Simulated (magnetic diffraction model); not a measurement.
**Magnetic neutron pattern of CaYb**

Space group C2 (no. 5), a = 10.8300 Å, b = 6.4990 Å, c = 7.0690 Å, β = 122.57°.

```
site  atom       x       y       z
  2b    Yb     1/2  0.9808     1/2
  4c    Yb  0.6587  0.3419  0.9956
  4c    Ca  0.6699  0.5035  0.4941
  2a    Ca       0  0.3338       0
```

This is a made-up structure (elements placed in a structure type, unrelaxed), so the numbers test the method and describe no known phase.

Only Yb is taken to order (form factors of Yb3+); orders and moment sizes are assumed, and not adapted to the symmetry. Radiation: neutrons of λ = 1.8 Å, 1.5° to 35°; isotropic B of 0.35 Å² (Yb) and 0.47 Å² (Ca). Simulated constant-wavelength pattern: nuclear and magnetic terms add, the magnetic one as |2.695 fm × Σ f S⊥ exp(2πi Q·r) exp(−B s²)|², summed over all Q at one angle with the factor 1/(sin²θ cos θ). For a modulated order the moment at position r is S exp(−2πi k·r) + c.c., with S = m/2 for a sine wave of amplitude m and S = m(u + iv)/2 for moments turning in a plane, u and v being orthogonal unit vectors in it; the phase factor of the sum at Q = H + k is then exp(2πi H·r). Free-ion form factors, Sears's scattering lengths of 1992, no absorption; a label names one of the reflections at its angle. The strongest nuclear line in the range is 100, and lines under 0.2 are left out.

Assume the order k = (0 1/4 0), moments turning in the plane of [010] and [001], 2.5 μB on Yb; signs + at (1/2, 0.9808, 1/2), + at (0.6587, 0.3419, 0.9956), + at (0.8413, 0.8419, 0.0044).

Q: Where does magnetic intensity appear, and how strong is it?

```
2θ (°)       index  nuclear  magnetic
  3.97   (0 1/4 0)      0.0     578.4
 16.47   (1 3/4 0)      0.0       8.4
 17.38     (0 0 1)     17.9       0.0
 17.83   (0 1/4 1)      0.0       7.8
 19.02  (1 3/4 -1)      0.0      18.6
 19.58     (1 1 0)     18.9       0.0
 19.83    (2 0 -1)     40.7       0.0
 20.23  (2 1/4 -1)      0.0      23.9
 21.78    (1 1 -1)     90.1       0.0
 22.75     (2 0 0)      0.6       0.0
 22.98   (1 5/4 0)      0.0       3.5
 23.10   (2 1/4 0)      0.0       0.2
 24.90  (1 5/4 -1)      0.0      10.5
 28.05   (0 7/4 0)      0.0       5.1
 28.21   (1 3/4 1)      0.0      13.6
 30.18     (1 1 1)     51.6       0.0
 31.35  (3 3/4 -1)      0.0       7.3
 32.16     (0 2 0)     85.8       0.0
 32.55   (1 5/4 1)      0.0       9.1
 32.80  (1 3/4 -2)      0.0       1.3
 33.15    (3 1 -1)    100.0       0.0
 33.19   (0 7/4 1)      0.0      10.2
 34.54    (1 1 -2)      6.1       0.0
 34.59  (2 7/4 -1)      0.0       2.5
```

The strongest magnetic line in the range is (0 1/4 0) at 3.97° (578.4). On top of the Lorentz factor, which all lines share, magnetic lines fade with angle because f falls: for Yb3+ it is 0.97, 0.88, 0.76 and 0.51 at sin θ/λ = 0.1, 0.2, 0.3 and 0.5 Å⁻¹, while nuclear lengths stay constant. The order has no net moment.

[Logs are printed without paths, hosts, clocks, repeated set-up lines and the standing remarks that a program may print on its own settings, such as how far it seeks lower states.]
